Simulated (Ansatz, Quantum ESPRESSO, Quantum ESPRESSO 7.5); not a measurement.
# The work function of Co(0001), 6 layers, level by level

Wanted: work functions and the surface dipole of Co(0001), 6 layers at several levels, with their cost.

Main program and level: Quantum ESPRESSO 7.5; plane-wave DFT, PBE, GBRV ultrasoft pseudopotentials (geometry and cross-check by Ansatz 0.2.0 with PAW datasets; geometry under PBE).

**Measured values to reproduce.**

“Anisotropic work function of elemental crystals” (2019, arxiv:1902.07811) quotes from earlier work for Co (polycrystalline sample, no single face): work function, loosely compared (polycrystalline sample, no single face) 5 eV.

Report form: the programs' logs are mostly left out.

### 1. The structure

The cell holds 6 atoms: 6 Co. Its edges and angles: a = 2.510 Å, b = 2.510 Å, c = 26.178 Å, α = 90.0°, β = 90.0°, γ = 60.0°. It derives from Co. Vacuum lies along c.

### 2. Relaxation with Ansatz

A relaxation in Ansatz fixes the structure of this slab for the runs on it.

Contents of input.yaml:

```yaml
crystal:
  lattice:
    - [2.51, 0.0, 0.0]
    - [1.255, 2.1737237635, 0.0]
    - [0.0, 0.0, 26.17805]
  atoms:
    - { symbol: Co, position: [0.6666666667, 0.6666666667, 0.3055995385], spin: 1.7 }
    - { symbol: Co, position: [0.0, 0.0, 0.3833597231], spin: 1.7 }
    - { symbol: Co, position: [0.6666666667, 0.6666666667, 0.4611199077], spin: 1.7 }
    - { symbol: Co, position: [0.0, 0.0, 0.5388800923], spin: 1.7 }
    - { symbol: Co, position: [0.6666666667, 0.6666666667, 0.6166402769], spin: 1.7 }
    - { symbol: Co, position: [0.0, 0.0, 0.6944004615], spin: 1.7 }
magnetization:
  spin_polarized: true
kpoints:
  mp_grid: { grid: [12, 12, 1] }
hamiltonian:
  xc: pbe
scf:
  occupations: { method: fermi_dirac, width: 0.1 }
  convergence: { dr2_threshold: 1.0e-08 }
efield:
  axis: 3
  dipole_correction: true
  ramp_position: 0.97
  ramp_width: 0.04
relax:
  f_tol: 0.01
  constraints: [{ sites: [2, 3] }]
output:
  write_potential: true
  write_density: true
  volumetric_format: npy
```

Launch:

```
ansatz run input.yaml --threads 8 --pin off --max-ram 16384MiB --backend cpu --events-out ev --progress --plain --runs-dir out
```

Elapsed: 29 s, on 8 threads of Arm Neoverse V2, shared host; peak memory 0.85 GiB; 3.6 min of CPU time.

Step by step:

| step | energy less that of the first step (eV) | largest force component (eV/Å) |
| --- | --- | --- |
| 1 | 0.0000 | 0.4570 |
| 2 | -0.0280 | 0.2836 |
| 3 | -0.0423 | 0.0517 |
| 4 | -0.0427 | 0.0002 |

The atoms that moved most (Å):

```csv
atom,dx,dy,dz,length
Co6,0.000,0.000,-0.090,0.090
Co1,0.000,0.000,0.090,0.090
```

Final coordinates:

```xyz
6
Lattice="2.5100 0.0000 0.0000 1.2550 2.1737 0.0000 0.0000 0.0000 26.1780" Properties=species:S:1:pos:R:3
Co    2.5100    1.4491    8.0898
Co    0.0000    0.0000   10.0388
Co    2.5100    1.4491   12.0712
Co    0.0000    0.0000   14.1068
Co    2.5100    1.4491   16.1393
Co    0.0000    0.0000   18.0882
```

The relaxation lowers the energy by 7 meV an atom. Held were the atoms numbered 3 and 4; the forces quoted are those on the free ones.

Read from the output:

* free energy: -30755.5241 eV
* energy at zero smearing: -30755.4261 eV
* smearing term TS: 0.1960 eV
* Fermi energy: 5.946 eV
* magnetization: 10.05 μB
* absolute magnetization: 11.05 μB
* site moments: 1.787, 1.738, 1.713, 1.713, 1.738, 1.787 μB
* symmetry operations: 6
* work function of the upper face: 4.909 eV
* work function of the lower face: 4.909 eV
* dipole along the normal: 9.26e-6 e·Å

### 3. Ground state

One self-consistent run gives the Fermi level and the density from which pp.x builds the potential.

Level of this step: plane-wave DFT, PBE, GBRV ultrasoft pseudopotentials (Quantum ESPRESSO 7.5).

Contents of scf.in:

```
&control
  prefix = 'scf'
  outdir = './out'
  pseudo_dir = './pseudo'
  calculation = 'scf'
  tprnfor = .true.
/
&system
  ibrav = 0
  nat = 6
  ntyp = 1
  ecutwfc = 40
  ecutrho = 200
  occupations = 'smearing'
  smearing = 'mv'
  degauss = 0.02
  nspin = 2
  starting_magnetization(1) = 0.28
/
&electrons
  conv_thr = 1e-07
  mixing_beta = 0.4
  electron_maxstep = 120
  mixing_mode = 'local-TF'
/
ATOMIC_SPECIES
  Co  58.9332  co_pbe_v1.2.uspp.F.UPF
CELL_PARAMETERS angstrom
  2.51000000000061 0.00000000000000 0.00000000000000
  1.25500000000031 2.17372376349947 0.00000000000000
  0.00000000000000 0.00000000000000 26.17805000000000
ATOMIC_POSITIONS crystal
  Co  0.666666666667 0.666666666667 0.309030536052
  Co  -0.000000000000 0.000000000000 0.383480347283
  Co  0.666666666667 0.666666666667 0.461119907700
  Co  0.000000000000 0.000000000000 0.538880092300
  Co  0.666666666667 0.666666666667 0.616519649154
  Co  0.000000000000 -0.000000000000 0.690969455348
K_POINTS automatic
  12 12 1 0 0 0
```

Launch:

```
OMP_NUM_THREADS=1 mpirun -n 8 pw.x -nk 8 -in scf.in > scf.out
```

Run time: 67 s. Hardware: 8 MPI ranks; peak memory 0.98 GiB.

Numbers from this step:

- free energy: -24365.4146 eV
- Fermi energy: 5.837 eV
- magnetization: 10.25 μB
- absolute magnetization: 11.39 μB
- site moments: 1.832, 1.779, 1.765, 1.765, 1.779, 1.832 μB

The run needed 22 iterations to bring the estimated error under 1e-07 Ry; the largest force on any atom, held or free, is 0.30 eV/Å. The cell keeps a moment of 10.2 μB.

### 4. Electrostatic potential

The vacuum level is read from the electrostatic potential (plot_num = 11), averaged over planes.

Contents of pot.in:

```
&inputpp
  prefix = 'scf'
  outdir = './out'
  filplot = 'pot.dat'
  plot_num = 11
/
```

Launch:

```
OMP_NUM_THREADS=1 mpirun -n 8 pp.x -in pot.in > pot.out
```

Elapsed: 0.76 s, on 8 MPI ranks; peak memory 0.09 GiB.

Numbers from this step:

```
work function of the upper face                                       : 4.933 eV
slope of the potential above                                          : 3.36e-4 eV/Å
upper vacuum line continued to the top atoms, over the Fermi level    : 4.931 eV
work function of the lower face                                       : 4.933 eV
slope of the potential below                                          : -2.23e-4 eV/Å
lower vacuum line continued to the bottom atoms, over the Fermi level : 4.931 eV
```

The potential energy, planar mean oscillates, so the rows of the table below give means over windows of 1.98 Å about each position, cut where the curve ends. Its maxima inside the range that stand out by 2 % of the span (Å: eV): 9.1: -1.41, 11.1: -0.714, 13.1: -0.722, 15.1: -0.714, 17.1: -1.41. Its minima: 8.1: -26.3, 10.0: -26.6, 12.1: -26.6, 14.1: -26.6, 16.2: -26.6, 18.0: -26.3.

Electrostatic potential energy of an electron; zero at the Fermi level. The potential energy, planar mean by z; means over each step:

z (Å), potential energy, planar mean (eV) and a bar from the least value:
```
     0.99        4.9 ##############################
     2.97        4.9 ##############################
     4.95        4.9 ##############################
     6.93       -1.5 ###################
     8.91      -12.5 
    10.89      -11.4 ##
    12.87      -11.4 ##
    14.85      -11.5 ##
    16.83      -12.5 
    18.81       -8.0 ########
    20.79        4.8 ##############################
    22.77        4.9 ##############################
    24.75        4.9 ##############################
```

Electrostatic potential energy in the ca plane at fractional y = 0.000, with atoms of Co within 0.2 Å of it. With pseudopotentials it is smooth inside the atoms' cores, unlike the true potential.

Values in eV, 5 rows by 16 columns, each cell a mean:
```
  1  -1 -34 -58  -1  -1 -24 -65  -2  -1 -23 -67  -1   5   5   5
 -3  -8  -5  -9  -4  -8  -4 -11  -3  -9  -4 -11   2   5   5   5
 -6 -12  -1  -2  -6 -13   0  -2  -4 -14  -1  -2   3   5   5   5
 -1  -4 -14 -25  -2  -4 -10 -29  -2  -5 -10 -29   1   5   5   5
  2   0 -45 -73  -1   0 -33 -83  -2   0 -31 -85  -2   4   5   5
```
Columns run along c (16.0 Å, from fractional 0.27 to 0.88 of the cell; values clipped at the 3rd and 97th percentile), rows up along a (2.5 Å). Atoms in or near the plane, at fractional coordinates: Co at (0.38, 0.00), Co at (0.54, 0.00), Co at (0.69, 0.00).

The vacuum is flat to 0.3 meV/Å, so its level is well defined. Inside the slab the curve depends on the local part of the pseudopotentials; only the vacuum level has a meaning of its own.

### 5. Macroscopic average

average.x takes the planar mean and smooths it over a window of one repeat.

Contents of avg.in:

```
1
pot.dat
1.0
514
3
3.8467453965
```

Launch:

```
OMP_NUM_THREADS=1 average.x < avg.in > avg.out
```

The job ended after 0.53 s (1 MPI rank; peak memory 0.1 GiB).

Read from the output:

| Item | Value |
| --- | --- |
| average.x's running mean inside the slab, on the run's own zero | -5.864 eV |
| mean potential by an exact Fourier window inside the slab, on the run's own zero | -5.867 eV |

The potential energy (planar mean) oscillates, so the rows of the table below give means over windows of 2.04 Å about each position, cut where the curve ends. Its maxima inside the range that stand out by 2 % of the span (Å: eV): 9.0: -1.47, 11.1: -0.714, 13.1: -0.627, 15.1: -0.714, 17.1: -1.40. Its minima: 8.1: -26.6, 10.0: -26.7, 12.1: -26.6, 14.1: -26.4, 16.1: -26.5, 18.1: -26.6.

Electrostatic potential energy of an electron; zero at the Fermi level; window 2.0356 Å. Table of potential energy by z; means over each step:

```csv
z (Å),planar mean (eV),running mean (eV)
1.02,4.93,4.93
3.06,4.93,4.93
5.10,4.86,4.77
7.14,-4.91,-4.35
9.18,-12.9,-12.3
11.22,-11.8,-11.7
13.26,-11.7,-11.7
15.30,-11.8,-11.8
17.34,-12.8,-12.2
19.38,0.00610,-1.65
21.42,4.90,4.86
23.46,4.93,4.93
25.50,4.93,4.93
```

Where the running mean is not flat inside, average.x's window, rounded to the grid, doesn't match the spacings there.

### 6. Density by pp.x

The density shows how far the electrons spill into the vacuum.

Contents of rho.in:

```
&inputpp
  prefix = 'scf'
  outdir = './out'
  filplot = 'rho.dat'
  plot_num = 0
/
```

Launch:

```
OMP_NUM_THREADS=1 mpirun -n 8 pp.x -in rho.in > rho.out
```

Wall time 0.76 s (8 MPI ranks); peak memory 0.1 GiB; 5.2 s of CPU time.

This step gave:

| Item | Value |
| --- | --- |
| electrons by integration | 102.0 e |

The valence density, planar mean oscillates, so the rows of the table below give means over windows of 1.98 Å about each position, cut where the curve ends. Its maxima inside the range that stand out by 2 % of the span (Å: e/Å³): 8.1: 4.03, 10.0: 4.09, 12.1: 4.09, 14.1: 4.09, 16.2: 4.09, 18.0: 4.03. Its minima: 9.1: 0.336, 11.1: 0.300, 13.1: 0.303, 15.1: 0.300, 17.1: 0.336.

Mean over planes. Valence density, planar mean against z; means over each step:

z (Å), valence density, planar mean (e/Å³) and a bar:
```
     2.97       0.00 
     4.95       0.00 
     6.93       0.46 #########
     8.91       1.63 ##############################
    10.89       1.49 ###########################
    12.87       1.49 ############################
    14.85       1.51 ############################
    16.83       1.61 ##############################
    18.81       1.25 #######################
    20.79       0.00 
    22.77       0.00
```

Valence density in the ca plane at fractional y = 0.000, with atoms of Co within 0.2 Å of it. It is the smooth field of the valence electrons, not physical close to the nuclei.

Ten steps, logarithmic in the rise over the least value, from '0' (0 e/Å³) to '9' (41 e/Å³), each cell a mean:
```
00111136873111111258851111112588510000000000
00111114542111111135531111111355310000000000
01221111211112211111111112211111100000000000
01232111111112321111111123211111100000000000
01221111111112211111111122211111100000000000
01111112331111111123321111111233200000000000
00111126873111111248741111111477410000000000
00111137984111111269961111112699610000000000
```
Columns run along c (16.0 Å, from fractional 0.27 to 0.88 of the cell), rows up along a (2.5 Å). Atoms in or near the plane, at fractional coordinates: Co at (0.38, 0.00), Co at (0.54, 0.00), Co at (0.69, 0.00).

The density integrates to 102.000 electrons, as the 102 of the input ask.

### 7. Projected density of states

Projections on atomic orbitals tell which layers and orbitals hold the states near the zero of energy.

Contents of pdos.in:

```
&projwfc
  prefix = 'scf'
  outdir = './out'
  filpdos = 'pdos'
  Emin = -2.163
  Emax = 9.837
  DeltaE = 0.1
  ngauss = 0
  degauss = 0.01
/
```

Launch:

```
OMP_NUM_THREADS=1 mpirun -n 8 projwfc.x -in pdos.in > pdos.out
```

The job ended after 2 s (8 MPI ranks; peak memory 0.1 GiB; 16 s of CPU time).

Read from the output:

* spilling of the projection: 0.0013

Projected DOS an atom, spin up over height of the atomic layer and energy from the Fermi level. Columns are the atomic layers from the bottom up.

Values in states/eV, 22 rows by 6 columns, each cell a mean:
```
0.26 0.26 0.24 0.24 0.26 0.26
0.07 0.06 0.08 0.08 0.06 0.07
0.22 0.12 0.14 0.14 0.12 0.22
0.18 0.21 0.21 0.21 0.21 0.18
0.55 0.70 0.78 0.78 0.70 0.55
1.55 1.80 1.73 1.73 1.80 1.55
1.41 1.10 0.90 0.90 1.10 1.41
1.41 0.84 1.12 1.12 0.84 1.41
1.84 1.38 1.50 1.50 1.38 1.84
1.82 1.37 1.43 1.43 1.37 1.82
0.76 0.85 0.91 0.91 0.85 0.76
0.91 0.98 1.12 1.12 0.98 0.91
0.68 0.87 0.75 0.75 0.87 0.68
0.65 1.05 0.83 0.83 1.05 0.65
0.37 0.68 0.56 0.56 0.68 0.37
0.18 0.30 0.30 0.30 0.30 0.18
0.12 0.15 0.12 0.12 0.15 0.12
0.05 0.09 0.10 0.10 0.09 0.05
0.06 0.08 0.06 0.06 0.08 0.06
0.04 0.06 0.06 0.06 0.06 0.04
0.03 0.06 0.04 0.04 0.06 0.03
0.03 0.05 0.05 0.05 0.05 0.03
```
Columns: height of the atomic layer (Å) from 8.09 to 18.1; rows upwards: energy from the Fermi level (eV) from -8.00 to 1.20.

Projected DOS an atom, spin dn over height of the atomic layer and energy from the Fermi level. Columns are the atomic layers from the bottom up.

Ten even steps from '0' (0.03 states/eV) to '9' (1.78 states/eV), each cell a mean:
```
898898
654456
534435
545545
977779
856658
444444
234432
454454
233332
233332
122221
111111
010010
000000
000000
000000
000000
000000
000000
000000
000000
```
Columns: height of the atomic layer (Å) from 8.09 to 18.1; rows upwards: energy from the Fermi level (eV) from -8.00 to 1.20.

The atomic orbitals miss 0.1 % of the occupied states; for empty states the projections can miss much more.

### 8. Self-consistent run: open boundaries by the effective screening medium

Open boundaries by another road: assume_isolated = 'esm' with bc1, the slab centred on z = 0.

Contents of esm.in:

```
&control
  prefix = 'esm'
  outdir = './out'
  pseudo_dir = './pseudo'
  calculation = 'scf'
  tprnfor = .true.
/
&system
  ibrav = 0
  nat = 6
  ntyp = 1
  ecutwfc = 40
  ecutrho = 200
  occupations = 'smearing'
  smearing = 'mv'
  degauss = 0.02
  assume_isolated = 'esm'
  esm_bc = 'bc1'
  nspin = 2
  starting_magnetization(1) = 0.28
/
&electrons
  conv_thr = 1e-07
  mixing_beta = 0.4
  electron_maxstep = 120
  mixing_mode = 'local-TF'
/
ATOMIC_SPECIES
  Co  58.9332  co_pbe_v1.2.uspp.F.UPF
CELL_PARAMETERS angstrom
  2.51000000000061 0.00000000000000 0.00000000000000
  1.25500000000031 2.17372376349947 0.00000000000000
  0.00000000000000 0.00000000000000 26.17805000000000
ATOMIC_POSITIONS crystal
  Co  0.666666666667 0.666666666667 -0.190969459648
  Co  -0.000000000000 0.000000000000 -0.116519648417
  Co  0.666666666667 0.666666666667 -0.038880088000
  Co  0.000000000000 0.000000000000 0.038880096600
  Co  0.666666666667 0.666666666667 0.116519653454
  Co  0.000000000000 -0.000000000000 0.190969459648
K_POINTS automatic
  12 12 1 0 0 0
```

Launch:

```
OMP_NUM_THREADS=1 mpirun -n 8 pw.x -nk 8 -in esm.in > esm.out
```

Wall time 1.9 min (8 MPI ranks); peak memory 0.99 GiB.

Read from the output:

| Quantity | Value |
| --- | --- |
| free energy | -24365.4145 eV |
| Fermi energy | -4.931 eV |
| vacuum line at the lower end of the cell, over the Fermi level | 4.931 eV |
| vacuum line at the upper end of the cell, over the Fermi level | 4.931 eV |

The potential energy, planar mean oscillates, so the rows of the table below give means over windows of 2.04 Å about each position, cut where the curve ends. Its maxima inside the range that stand out by 2 % of the span (Å: eV): -4.1: -1.47, -2.0: -0.808, 0.0: -0.633, 2.0: -0.809, 4.1: -1.47. Its minima: -5.0: -26.6, -3.0: -26.6, -1.1: -26.6, 1.1: -26.6, 3.0: -26.6, 5.0: -26.6.

Electrostatic potential energy of an electron; zero at the Fermi level. Potential energy, planar mean against z; means over each step:

z (Å), potential energy, planar mean (eV) and a bar from the least value:
```
   -12.01        4.9 ##############################
    -9.97        4.9 ##############################
    -7.93        4.9 ##############################
    -5.89       -5.8 ############
    -3.85      -12.8 
    -1.81      -11.8 ##
     0.23      -11.7 ##
     2.27      -11.8 ##
     4.31      -12.7 
     6.35        0.7 #######################
     8.39        4.9 ##############################
    10.43        4.9 ##############################
    12.47        4.9 ##############################
```

The vacuum levels are read from the outermost 0.7 Å of the cell on either side.

The run needed 32 iterations to bring the estimated error under 1e-07 Ry; the largest force on any atom, held or free, is 0.30 eV/Å. The cell keeps a moment of 10.2 μB.

The upper level is 4.931 eV against 4.933 eV from the periodic run.

### 9. Ground state: LDA, PseudoDojo norm-conserving

Next, another level on the same atoms.

Level of this step: plane-wave DFT, LDA, PseudoDojo norm-conserving pseudopotentials (Quantum ESPRESSO 7.5).

Contents of dojo-lda.in:

```
&control
  prefix = 'dojo-lda'
  outdir = './out'
  pseudo_dir = './pseudo'
  calculation = 'scf'
  tprnfor = .true.
/
&system
  ibrav = 0
  nat = 6
  ntyp = 1
  ecutwfc = 84
  ecutrho = 336
  occupations = 'smearing'
  smearing = 'mv'
  degauss = 0.02
  nspin = 2
  starting_magnetization(1) = 0.28
/
&electrons
  conv_thr = 1e-07
  mixing_beta = 0.4
  electron_maxstep = 120
  mixing_mode = 'local-TF'
/
ATOMIC_SPECIES
  Co  58.9332  Co.dojo-sr-lda-0.4.1-standard.upf
CELL_PARAMETERS angstrom
  2.51000000000061 0.00000000000000 0.00000000000000
  1.25500000000031 2.17372376349947 0.00000000000000
  0.00000000000000 0.00000000000000 26.17805000000000
ATOMIC_POSITIONS crystal
  Co  0.666666666667 0.666666666667 0.309030536052
  Co  -0.000000000000 0.000000000000 0.383480347283
  Co  0.666666666667 0.666666666667 0.461119907700
  Co  0.000000000000 0.000000000000 0.538880092300
  Co  0.666666666667 0.666666666667 0.616519649154
  Co  0.000000000000 -0.000000000000 0.690969455348
K_POINTS automatic
  12 12 1 0 0 0
```

Launch:

```
OMP_NUM_THREADS=1 mpirun -n 8 pw.x -nk 8 -in dojo-lda.in > dojo-lda.out
```

Run time: 2.1 min. Hardware: 8 MPI ranks; peak memory 1.8 GiB.

Read from the output:

- free energy: -24950.2602 eV
- Fermi energy: 5.745 eV
- magnetization: 9.86 μB
- absolute magnetization: 10.55 μB
- site moments: 1.730, 1.681, 1.661, 1.661, 1.681, 1.730 μB

### 10. Potential by pp.x

Contents of dojo-lda.pot.in:

```
&inputpp
  prefix = 'dojo-lda'
  outdir = './out'
  filplot = 'dojo-lda.pot.dat'
  plot_num = 11
/
```

Launch:

```
OMP_NUM_THREADS=1 mpirun -n 8 pp.x -in dojo-lda.pot.in > dojo-lda.pot.out
```

It took 0.73 s on 8 MPI ranks; peak memory 0.1 GiB; 5 s of CPU time.

Read from the output:

```
work function of the upper face                                       : 5.273 eV
slope of the potential above                                          : 2.01e-4 eV/Å
upper vacuum line continued to the top atoms, over the Fermi level    : 5.272 eV
work function of the lower face                                       : 5.273 eV
slope of the potential below                                          : -1.34e-4 eV/Å
lower vacuum line continued to the bottom atoms, over the Fermi level : 5.273 eV
```

The upper face goes from 4.933 eV (PBE, GBRV) to 5.273 eV, a change of +0.341 eV.

### 11. Self-consistent run: RPBE, GBRV ultrasoft

Level of this step: plane-wave DFT, RPBE, GBRV ultrasoft pseudopotentials made under PBE (Quantum ESPRESSO 7.5). input_dft overrides the functional of the files.

gbrv-rpbe.in, as its differences from the input of step 9:

```diff
@@ -1,3 +1,3 @@
 &control
-  prefix = 'dojo-lda'
+  prefix = 'gbrv-rpbe'
   outdir = './out'
@@ -11,4 +11,5 @@
   ntyp = 1
-  ecutwfc = 84
-  ecutrho = 336
+  ecutwfc = 40
+  ecutrho = 200
+  input_dft = 'rpbe'
   occupations = 'smearing'
@@ -26,3 +27,3 @@
 ATOMIC_SPECIES
-  Co  58.9332  Co.dojo-sr-lda-0.4.1-standard.upf
+  Co  58.9332  co_pbe_v1.2.uspp.F.UPF
 CELL_PARAMETERS angstrom
```

Launch:

```
OMP_NUM_THREADS=1 mpirun -n 8 pw.x -nk 8 -in gbrv-rpbe.in > gbrv-rpbe.out
```

Wall time 65 s (8 MPI ranks); peak memory 0.98 GiB.

This step gave:

- free energy: -24370.6833 eV
- Fermi energy: 5.985 eV
- magnetization: 10.25 μB
- absolute magnetization: 11.48 μB
- site moments: 1.839, 1.785, 1.772, 1.772, 1.785, 1.839 μB

### 12. Potential by pp.x

Contents of gbrv-rpbe.pot.in:

```
&inputpp
  prefix = 'gbrv-rpbe'
  outdir = './out'
  filplot = 'gbrv-rpbe.pot.dat'
  plot_num = 11
/
```

Launch:

```
OMP_NUM_THREADS=1 mpirun -n 8 pp.x -in gbrv-rpbe.pot.in > gbrv-rpbe.pot.out
```

Wall time 0.76 s (8 MPI ranks); peak memory 0.11 GiB; 5.3 s of CPU time.

This step gave:

```
work function of the upper face                                       : 4.769 eV
slope of the potential above                                          : 3.96e-4 eV/Å
upper vacuum line continued to the top atoms, over the Fermi level    : 4.767 eV
work function of the lower face                                       : 4.769 eV
slope of the potential below                                          : -2.64e-4 eV/Å
lower vacuum line continued to the bottom atoms, over the Fermi level : 4.767 eV
```

The upper face goes from 4.933 eV (PBE, GBRV) to 4.769 eV, a change of -0.164 eV.

[end of part 1 of 2]

[Logs are printed without paths, hosts, clocks, repeated set-up lines and the standing remarks that a program may print on its own settings, such as how far it seeks lower states.]

[Hosts, paths, dates, database ids (printed as entryN), source tags and the programs' standing remarks are cut or masked in the printed files.]

[Maps of the electrostatic potential energy from Ansatz leave out the sawtooth potential of an applied field or a dipole correction, so their vacuum need not be flat; planar profiles and work functions include it.]
